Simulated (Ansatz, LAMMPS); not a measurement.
# Amorphous 62TiO2-38Al2O3 (mol %) (90 atoms): geometry optimisation, part 3 of 4

Wanted: the relaxed structure of amorphous 62TiO2-38Al2O3 (mol %) (90 atoms) and its electronic structure.

Ansatz 0.2.0; Kohn-Sham DFT, PBE, PAW (set soft_2), plane waves.

The cell: 15 Ti, 18 Al and 57 O. The quench rate of 50 K/ps is orders of magnitude faster than experiment. The network of bonds at the start is that of the classical potential that made the cell. Only the Γ point is sampled in the main run, in a cell whose shortest periodic width is 10 Å.

So far. Step 4 (Cell and atoms relaxed): The relaxation changed the energy by -33.5 meV/atom, and atoms moved by 0.14 Å r.m.s., 0.45 Å at most.

## 6. Single point at the relaxed geometry

The electronic structure is read at the final geometry, in a run of its own.

Input file input.yaml:

```yaml
crystal:
  lattice:
    - [10.31095, 0.05218, 0.06265]
    - [0.05218, 10.15326, 0.03907]
    - [0.06265, 0.03907, 10.27746]
  atoms:
    - { symbol: Ti, position: [0.51618, 0.88572, 0.23647] }
    - { symbol: Ti, position: [0.68139, 0.40436, 0.5658] }
    - { symbol: Ti, position: [0.18724, 0.58681, 0.10723] }
    - { symbol: Ti, position: [0.0106, 0.29572, 0.23467] }
    - { symbol: Ti, position: [0.7262, 0.58271, 0.06663] }
    - { symbol: Ti, position: [0.68283, 0.25892, 0.92367] }
    - { symbol: Ti, position: [0.69689, 0.21841, 0.24322] }
    - { symbol: Ti, position: [0.18956, 0.87125, 0.30389] }
    - { symbol: Ti, position: [0.05769, 0.57046, 0.81049] }
    - { symbol: Ti, position: [0.45693, 0.53892, 0.7216] }
    - { symbol: Ti, position: [0.06253, 0.07061, 0.49834] }
    - { symbol: Ti, position: [0.91067, 0.027, 0.97476] }
    - { symbol: Ti, position: [0.84602, 0.9072, 0.29336] }
    - { symbol: Ti, position: [0.97237, 0.60979, 0.31878] }
    - { symbol: Ti, position: [0.22377, 0.86278, 0.89436] }
    - { symbol: Al, position: [0.86347, 0.9071, 0.67786] }
    - { symbol: Al, position: [0.17298, 0.82018, 0.6263] }
    - { symbol: Al, position: [0.67293, 0.09377, 0.50157] }
    - { symbol: Al, position: [0.34723, 0.33441, 0.9776] }
    - { symbol: Al, position: [0.03193, 0.36721, 0.55147] }
    - { symbol: Al, position: [0.35304, 0.40791, 0.49789] }
    - { symbol: Al, position: [0.48351, 0.86517, 0.66115] }
    - { symbol: Al, position: [0.69061, 0.72045, 0.46854] }
    - { symbol: Al, position: [0.43093, 0.09669, 0.83482] }
    - { symbol: Al, position: [0.19652, 0.10994, 0.04084] }
    - { symbol: Al, position: [0.56616, 0.82335, 0.9101] }
    - { symbol: Al, position: [0.3718, 0.11813, 0.53321] }
    - { symbol: Al, position: [0.7369, 0.65731, 0.76421] }
    - { symbol: Al, position: [0.36809, 0.68196, 0.45228] }
    - { symbol: Al, position: [0.85829, 0.20618, 0.70755] }
    - { symbol: Al, position: [0.41442, 0.2045, 0.24932] }
    - { symbol: Al, position: [0.18945, 0.2656, 0.7307] }
    - { symbol: Al, position: [0.46803, 0.48772, 0.21456] }
    - { symbol: O, position: [0.89847, 0.61471, 0.78026] }
    - { symbol: O, position: [0.70188, 0.71103, 0.92807] }
    - { symbol: O, position: [0.68597, 0.24949, 0.74555] }
    - { symbol: O, position: [0.86009, 0.59492, 0.17473] }
    - { symbol: O, position: [0.0758, 0.41446, 0.73256] }
    - { symbol: O, position: [0.3722, 0.79708, 0.30238] }
    - { symbol: O, position: [0.4948, 0.72412, 0.78551] }
    - { symbol: O, position: [0.10987, 0.71352, 0.23565] }
    - { symbol: O, position: [0.21008, 0.76038, 0.47354] }
    - { symbol: O, position: [0.65804, 0.2573, 0.44843] }
    - { symbol: O, position: [0.69822, 0.54512, 0.46119] }
    - { symbol: O, position: [0.02516, 0.91265, 0.61657] }
    - { symbol: O, position: [0.53177, 0.86544, 0.06837] }
    - { symbol: O, position: [0.32545, 0.00675, 0.94107] }
    - { symbol: O, position: [0.37878, 0.24469, 0.41192] }
    - { symbol: O, position: [0.2311, 0.0294, 0.47272] }
    - { symbol: O, position: [0.38549, 0.52502, 0.36233] }
    - { symbol: O, position: [0.33223, 0.57543, 0.59646] }
    - { symbol: O, position: [0.51986, 0.02006, 0.54805] }
    - { symbol: O, position: [0.01563, 0.95976, 0.35816] }
    - { symbol: O, position: [0.53891, 0.32579, 0.21353] }
    - { symbol: O, position: [0.87159, 0.74633, 0.39613] }
    - { symbol: O, position: [0.86101, 0.34754, 0.60044] }
    - { symbol: O, position: [0.83522, 0.3242, 0.24024] }
    - { symbol: O, position: [0.87111, 0.18498, 0.88307] }
    - { symbol: O, position: [0.71365, 0.42406, 0.98251] }
    - { symbol: O, position: [0.54767, 0.9647, 0.802] }
    - { symbol: O, position: [0.76021, 0.06158, 0.34564] }
    - { symbol: O, position: [0.34012, 0.48044, 0.09641] }
    - { symbol: O, position: [0.03099, 0.23459, 0.40824] }
    - { symbol: O, position: [0.49481, 0.23001, 0.92945] }
    - { symbol: O, position: [0.51073, 0.06268, 0.26328] }
    - { symbol: O, position: [0.08702, 0.98118, 0.94706] }
    - { symbol: O, position: [0.30696, 0.22526, 0.12257] }
    - { symbol: O, position: [0.37165, 0.4536, 0.84478] }
    - { symbol: O, position: [0.0902, 0.45738, 0.21925] }
    - { symbol: O, position: [0.04099, 0.17561, 0.6603] }
    - { symbol: O, position: [0.00906, 0.51436, 0.45713] }
    - { symbol: O, position: [0.34177, 0.16292, 0.69792] }
    - { symbol: O, position: [0.14173, 0.73237, 0.77414] }
    - { symbol: O, position: [0.21808, 0.98437, 0.18145] }
    - { symbol: O, position: [0.51495, 0.75037, 0.52477] }
    - { symbol: O, position: [0.71835, 0.15035, 0.07921] }
    - { symbol: O, position: [0.08218, 0.53945, 0.9826] }
    - { symbol: O, position: [0.03896, 0.17288, 0.11307] }
    - { symbol: O, position: [0.58452, 0.59954, 0.16472] }
    - { symbol: O, position: [0.25198, 0.74081, 0.0152] }
    - { symbol: O, position: [0.85396, 0.92436, 0.84816] }
    - { symbol: O, position: [0.64767, 0.52229, 0.71891] }
    - { symbol: O, position: [0.31075, 0.89128, 0.70086] }
    - { symbol: O, position: [0.66464, 0.82854, 0.32472] }
    - { symbol: O, position: [0.20959, 0.33661, 0.56268] }
    - { symbol: O, position: [0.74666, 0.78325, 0.6343] }
    - { symbol: O, position: [0.21402, 0.24426, 0.90374] }
    - { symbol: O, position: [0.86827, 0.91897, 0.12425] }
    - { symbol: O, position: [0.49444, 0.39449, 0.59708] }
    - { symbol: O, position: [0.80802, 0.05973, 0.60739] }
kpoints:
  mp_grid: { grid: [1, 1, 1] }
hamiltonian:
  xc: pbe
scf:
  occupations: { method: fermi_dirac, width: 0.025 }
output:
  forces: true
  stress: true
  populations: true
  dos:
    method: { smearing: { sigma: 0.08 } }
    de: 0.05
    projected: { site_lists: { Al: [Al], O: [O], Ti: [Ti] } }
  eigenvalues: true
  write_density: true
  write_potential: true
  volumetric_format: npy
```

Launch:

```
ansatz run input.yaml --threads 4 --pin off --max-ram 8192MiB --backend cpu --events-out ev --progress --plain --runs-dir out
```

Numbers of over 12 decimals in the logs are rounded to 6 here.

Log:

```text
[...]
Crystal: 90 atoms, lattice volume = 1075.861 Å³
Basis set: ecut = 420 eV, 20995 PW (Γ), exchange–correlation on 144×144×144 points (8 copies of the dense FFT grid, shifted against one another)
Bands: 378, of which v1, the nominal top of the filled ones, is band 288 counted from 1 (287 counted from 0)
Symmetry: 1 space group operations
[...]
k-points: 1
[...]
SCF iter   1: F=—  HF=-79633.656145 eV  |F-HF|=—  |Δ(HF+E_count)|=         —  Δρ=4.13e-3  dr2=2.11e-1  ethr=1.77e-3  ⟨swp⟩=6.0  Hψ=1452  notcnv=0  defer=61
[...]
SCF iter  12: F=-79633.629029 eV  HF=-79633.629029 eV  |F-HF|=3.26e-8  |Δ(HF+E_count)|=   7.35e-8  Δρ=1.97e-6  dr2=4.83e-8  ethr=1.74e-11  ⟨swp⟩=15.0  Hψ=2692  notcnv=0
SCF 1 converged in 12 iterations: F = -79633.629029 eV  dr2 = 4.83e-8
[...]
SCF converged after 12 iterations
Free energy (F): -79633.629029 eV
[...]
Internal energy: -79633.629029 eV  (E = F + TS)
E sigma→0 (E₀):  -79633.629029 eV
Fermi energy:    6.943296 eV
[...]
--- Forces (eV/Å), atoms counted from 1 ---
  atom   1  Ti    -0.00570397    -0.00554620    -0.00370502
  atom   2  Ti    -0.00881416     0.00290878     0.00036236
  atom   3  Ti    -0.00430229    -0.00788782    -0.00722926
  atom   4  Ti    -0.00353432    -0.00031050     0.00077207
  atom   5  Ti    -0.00315193     0.00896060     0.00020751
  atom   6  Ti    -0.00479259     0.00595225     0.00738666
  atom   7  Ti     0.01402778     0.01108250     0.00020018
  atom   8  Ti     0.00171064     0.00641736     0.00051900
  atom   9  Ti     0.00803361    -0.00374925     0.00605612
  atom  10  Ti     0.00823472    -0.00088396    -0.00307832
  atom  11  Ti     0.00727765    -0.00345178    -0.00909081
  atom  12  Ti     0.00791192    -0.00473625     0.00008462
  atom  13  Ti    -0.00246582    -0.00298419    -0.00148327
  atom  14  Ti    -0.02031051    -0.00003593    -0.02367123
[...]
atom  89  O      0.00747405    -0.00230729     0.00107994
  atom  90  O     -0.00077106    -0.00443609     0.00204017
  max |Σ_I F_I| component: 1.83e-4 eV/Å
--- Stress (GPa, compression-positive) ---
       -0.002996      -0.000305      -0.002799
       -0.000303       0.004277      -0.000765
       -0.002803      -0.000770       0.002090
  P = ⅓ Tr σ = 0.0011 GPa (0.011 kbar)
--- Band table (eV) ---
[...]
--- Löwdin populations: 90 sites ---
  site symbol       q [e]
     0     Ti     10.5854
     1     Ti     10.5582
     2     Ti     10.6161
[...]
89      O      6.8516
  spilling = 0.005380 (of n_electrons = 576.000000)
```

Wall time 15 s (4 threads of AMD EPYC 7B13 (Zen 3), shared host); peak memory 1.5 GiB; 55 s of CPU time.

Read from the output:

* free energy: -79633.6290 eV
* free energy per atom: -884.8181 eV/atom
* SCF cycles: 12
* pressure: 0.001124 GPa
* r.m.s. force component: 0.00509 eV/Å
* longest force: 0.03119 eV/Å
* Fermi energy: 6.943 eV
* gap (highest filled to lowest empty level): 2.372 eV
* spilling of the projection: 0.00538

Löwdin charges by element and coordination (they lack the spilled electrons, 0.034 e an atom on average):

| element | coordination | atoms | mean charge (e) | spread | least | most |
| --- | --- | --- | --- | --- | --- | --- |
| Al | all | 18 | 1.27 | 0.0387 | 1.19 | 1.33 |
| Al | 4 | 9 | 1.30 | 0.0272 | 1.25 | 1.33 |
| Al | 5 | 7 | 1.26 | 0.0264 | 1.23 | 1.30 |
| Al | 6 | 2 | 1.21 | 0.0169 | 1.19 | 1.22 |
| O | all | 57 | -0.717 | 0.0902 | -0.854 | -0.522 |
| O | 2 | 14 | -0.611 | 0.0486 | -0.678 | -0.522 |
| O | 3 | 42 | -0.752 | 0.0726 | -0.854 | -0.635 |
| O | 4 | 1 | -0.751 | 0 | -0.751 | -0.751 |
| Ti | all | 15 | 1.40 | 0.0235 | 1.36 | 1.44 |
| Ti | 4 | 4 | 1.40 | 0.0117 | 1.38 | 1.41 |
| Ti | 5 | 7 | 1.4 | 0.0285 | 1.36 | 1.44 |
| Ti | 6 | 4 | 1.41 | 0.0194 | 1.39 | 1.44 |

States in the cell by windows of 1 eV, zero at the Fermi level; the larger projections on atomic orbitals stand beside the total:

| from (eV) | to (eV) | total | O p | Ti d |
| --- | --- | --- | --- | --- |
| -10 | -8 | 0.0 | 0.0 | 0.0 |
| -8 | -7 | 11.6 | 8.5 | 0.4 |
| -7 | -6 | 28.1 | 20.6 | 1.9 |
| -6 | -5 | 63.2 | 47.2 | 8.6 |
| -5 | -4 | 74.0 | 59.1 | 9.3 |
| -4 | -3 | 71.8 | 62.2 | 6.0 |
| -3 | -2 | 70.9 | 64.6 | 3.9 |
| -2 | -1 | 22.4 | 21.2 | 0.7 |
| -1 | 1 | 0.0 | 0.0 | 0.0 |
| 1 | 2 | 29.2 | 3.3 | 24.8 |
| 2 | 3 | 49.2 | 7.9 | 37.5 |
| 3 | 4 | 37.6 | 7.5 | 25.0 |
| 4 | 5 | 32.5 | 7.6 | 19.9 |

Between -26 and -10 eV lie 114 more states.

The stored curve holds about 456 of the 576 electrons; the rest, give or take the few that broadening carries across the Fermi level, lie in deeper levels below its range.

The levels nearest the highest filled one (over half full), pooled over k-points and spins:

| level less the highest filled one (eV) | occupation |
| --- | --- |
| -0.628 | 2 |
| -0.537 | 2 |
| -0.483 | 2 |
| -0.455 | 2 |
| -0.265 | 2 |
| 0 | 2 |
| 2.37 | 0 |
| 2.47 | 0 |
| 2.54 | 0 |
| 2.60 | 0 |
| 2.63 | 0 |
| 2.69 | 0 |

Valence density in the ac plane at fractional y = 0.249, with atoms of Ti and Al and O within 0.2 Å of it. It is the smooth field of the valence electrons, not physical close to the nuclei.

Values in e/Å³, 13 rows by 16 columns, each cell a mean:
```
0.0 0.1 0.8 3.0 1.2 0.2 0.4 3.0 3.5 0.8 4.7 5.6 0.6 0.3 0.3 0.1
0.0 0.1 1.2 4.6 1.7 0.2 0.3 1.5 1.8 0.5 3.1 3.8 0.5 0.9 1.0 0.2
0.0 0.1 0.2 0.4 0.3 0.1 0.1 0.1 0.1 0.2 1.8 2.4 0.5 0.3 0.3 0.1
0.4 0.3 0.1 0.1 0.3 0.5 0.2 0.0 0.0 0.2 3.0 4.2 0.7 0.1 0.1 0.2
0.8 0.6 0.2 0.2 0.2 0.3 0.2 0.1 0.0 0.1 0.3 0.3 0.2 0.3 0.3 0.3
0.2 0.2 0.2 0.5 0.2 0.1 0.1 0.1 0.0 0.1 0.2 0.2 0.1 0.2 0.2 0.1
0.8 0.4 0.1 0.2 0.2 0.7 1.0 0.2 0.1 0.7 3.3 1.6 0.1 0.0 0.1 0.3
5.2 2.2 0.2 0.0 0.2 3.1 5.2 0.8 0.1 0.8 3.8 1.9 0.1 0.0 0.1 1.0
1.5 0.7 0.1 0.0 0.1 0.7 1.2 0.3 0.1 0.1 0.5 0.6 0.2 0.1 0.1 0.4
3.6 0.6 0.0 0.0 0.1 0.2 0.1 0.2 0.5 0.5 2.9 5.9 1.2 0.8 0.4 1.5
2.1 0.5 0.1 0.2 1.2 1.5 0.3 0.3 0.6 0.5 1.1 2.3 0.6 0.4 0.2 0.9
0.8 0.5 0.1 0.3 3.0 3.5 0.5 0.1 0.1 0.1 0.2 0.3 0.2 0.1 0.1 0.2
0.2 0.1 0.1 0.2 0.5 0.5 0.2 0.3 0.3 0.1 0.3 0.5 0.2 0.0 0.0 0.1
```
Columns run along a (10.3 Å), rows up along c (10.3 Å). Atoms in or near the plane, at fractional coordinates: Ti at (0.68, 0.92), Al at (0.19, 0.73), O at (0.69, 0.75), O at (0.66, 0.45), O at (0.38, 0.41), O at (0.03, 0.41), O at (0.49, 0.93), O at (0.21, 0.90).

Electrostatic potential energy in the ac plane at fractional y = 0.249, with atoms of Ti and Al and O within 0.2 Å of it. With pseudopotentials it is smooth inside the atoms' cores, unlike the true potential.

Ten even steps from '0' (-33 eV) to '9' (13 eV), each cell a mean:
```
99999757766674137630026899999
99997101677771005510004888999
99997101688885247620025876799
99998546899999899864457887899
99976557899999999984368877899
99865665789999999950027655679
98855765789999999960037555568
87875556789999999997687555578
87887778899999999999998766788
88889899999999999999999888888
88899999988899999999999999998
88899999998889999965799999999
55799999985479999600189999998
00389999950028999610289999995
00389999960028999965799999995
55799999986568999987778999998
45789999986556788863236899875
11478999975555688730003778852
01478999985555677740014778851
34689998546666888864346899874
77899996003888999987788999988
88899996104899999999899999999
99999998767899999988889999999
99999998876789899875568999999
```
Columns run along a (10.3 Å; values clipped at the 3rd and 97th percentile), rows up along c (10.3 Å). Atoms in or near the plane, at fractional coordinates: Ti at (0.68, 0.92), Al at (0.19, 0.73), O at (0.69, 0.75), O at (0.66, 0.45), O at (0.38, 0.41), O at (0.03, 0.41), O at (0.49, 0.93), O at (0.21, 0.90).

Mean Löwdin charges: Al +1.27, O -0.72, Ti +1.40 e (they miss 0.54 % of the electrons, so they add up to more than the cell's charge). The largest share in the top eV of filled states is O p (95 % of the projected weight), and in the lowest eV of empty states Ti d (85 % of the projected weight).

A closer look about O59, which has 2 bonded neighbours where the commonest count for O is 3: 13 atoms, nearest first, numbered in the order of the input, with positions taken from that point.

| atom | x | y | z | distance (Å) | bonds | Löwdin charge (e) |
| --- | --- | --- | --- | --- | --- | --- |
| O59 | 0.00 | 0.00 | 0.00 | 0.00 | 2 | -0.59 |
| Ti6 | -0.33 | -1.68 | -0.61 | 1.82 | 5 | 1.41 |
| Ti5 | 0.14 | 1.61 | 0.87 | 1.84 | 4 | 1.40 |
| O79 | -1.31 | 1.78 | 1.87 | 2.90 | 2 | -0.68 |
| O76 | 0.04 | -2.78 | 0.98 | 2.94 | 3 | -0.65 |
| O82 | -0.69 | 0.98 | -2.71 | 2.96 | 3 | -0.76 |
| O35 | -0.11 | 2.91 | -0.55 | 2.96 | 3 | -0.78 |
| O36 | -0.31 | -1.78 | -2.44 | 3.04 | 3 | -0.69 |
| O37 | 1.53 | 1.75 | 1.99 | 3.06 | 2 | -0.62 |
| O64 | -2.27 | -1.98 | -0.57 | 3.07 | 3 | -0.77 |
| O58 | 1.60 | -2.42 | -1.02 | 3.08 | 3 | -0.71 |
| O57 | 1.26 | -1.00 | 2.65 | 3.10 | 2 | -0.54 |
| O54 | -1.79 | -1.00 | 2.36 | 3.13 | 3 | -0.79 |

The column of bonds counts only the pairs O-Al within 2.43 Å, O-Ti within 2.64 Å; other neighbours, such as metal atoms beside each other in a compound, aren't counted, and periodic images can show an atom twice.

## 7. K-mesh 2×2×2

A denser mesh tests the sampling of the Brillouin zone.

Changes to input.yaml since step 6:

```diff
@@ -8,3 +8,3 @@
 kpoints:
-  mp_grid: { grid: [1, 1, 1] }
+  mp_grid: { grid: [2, 2, 2] }
 hamiltonian:
@@ -22,4 +22 @@
   eigenvalues: true
-  write_density: true
-  write_potential: true
-  volumetric_format: npy
```

Log:

```text
[...]
Crystal: 90 atoms, lattice volume = 1075.861 Å³
Basis set: ecut = 420 eV, 20995 PW (Γ), exchange–correlation on 144×144×144 points (8 copies of the dense FFT grid, shifted against one another)
Bands: 378, of which v1, the nominal top of the filled ones, is band 288 counted from 1 (287 counted from 0)
Symmetry: 1 space group operations
[...]
k-points: 8
[...]
SCF iter   1: F=—  HF=-79633.741742 eV  |F-HF|=—  |Δ(HF+E_count)|=         —  Δρ=4.12e-3  dr2=2.12e-1  ethr=1.77e-3  ⟨swp⟩=5.9  Hψ=11626  notcnv=0  defer=480
[...]
SCF iter  11: F=—  HF=-79633.713709 eV  |F-HF|=—  |Δ(HF+E_count)|=   2.43e-7  Δρ=4.01e-6  dr2=2.05e-7  ethr=1.82e-10  ⟨swp⟩=2.0  Hψ=4135  notcnv=0  defer=668
SCF iter  12: F=-79633.713709 eV  HF=-79633.713709 eV  |F-HF|=3.41e-8  |Δ(HF+E_count)|=   7.07e-8  Δρ=1.90e-6  dr2=4.58e-8  ethr=1.74e-11  ⟨swp⟩=10.6  Hψ=13669  notcnv=0
SCF 1 converged in 12 iterations: F = -79633.713709 eV  dr2 = 4.58e-8
[...]
SCF converged after 12 iterations
Free energy (F): -79633.713709 eV
[...]
Internal energy: -79633.713709 eV  (E = F + TS)
E sigma→0 (E₀):  -79633.713709 eV
Fermi energy:    6.931372 eV
[...]
Σ components = -79633.713709   (vs F -79633.713709, Δ=0.00e0)
--- Forces (eV/Å), atoms counted from 1 ---
  atom   1  Ti     0.00705884    -0.04741985     0.03081774
  atom   2  Ti    -0.00440417    -0.02379646     0.00943000
  atom   3  Ti    -0.00504840     0.00085385    -0.01897901
  atom   4  Ti     0.00467297    -0.01372260    -0.00565767
[...]
atom  90  O     -0.01820115    -0.00917566    -0.02581121
  max |Σ_I F_I| component: 1.75e-4 eV/Å
--- Stress (GPa, compression-positive) ---
       -0.008315      -0.003969       0.004222
       -0.003967      -0.009187      -0.007661
        0.004217      -0.007666       0.027911
  P = ⅓ Tr σ = 0.0035 GPa (0.035 kbar)
--- Band table (eV; the first three rows and the last of 8) ---
[...]
--- Löwdin populations: 90 sites ---
  site symbol       q [e]
     0     Ti     10.5846
     1     Ti     10.5566
     2     Ti     10.6158
[...]
89      O      6.8509
  spilling = 0.005377 (of n_electrons = 576.000000)
```

Elapsed: 2 min, on 4 threads; peak memory 6.3 GiB; 7.7 min of CPU time.

The program notes that it cut back its work space to fit the memory limit.

Geometry and reference: those of the single point at the relaxed geometry.

Forces differ from those of the single point at the relaxed geometry by 11 meV/Å r.m.s.; the energy by -0.94 meV/atom and the gap by -0.028 eV. It took 2 min and 12 cycles; the reference's time can't be set against it, since the two runs asked for unlike analyses.

[end of part 3 of 4]

[Logs are printed without paths, hosts, clocks, repeated set-up lines and the standing remarks that a program may print on its own settings, such as how far it seeks lower states.]

[Hosts, paths, dates, database ids (printed as entryN), source tags and the programs' standing remarks are cut or masked in the printed files.]
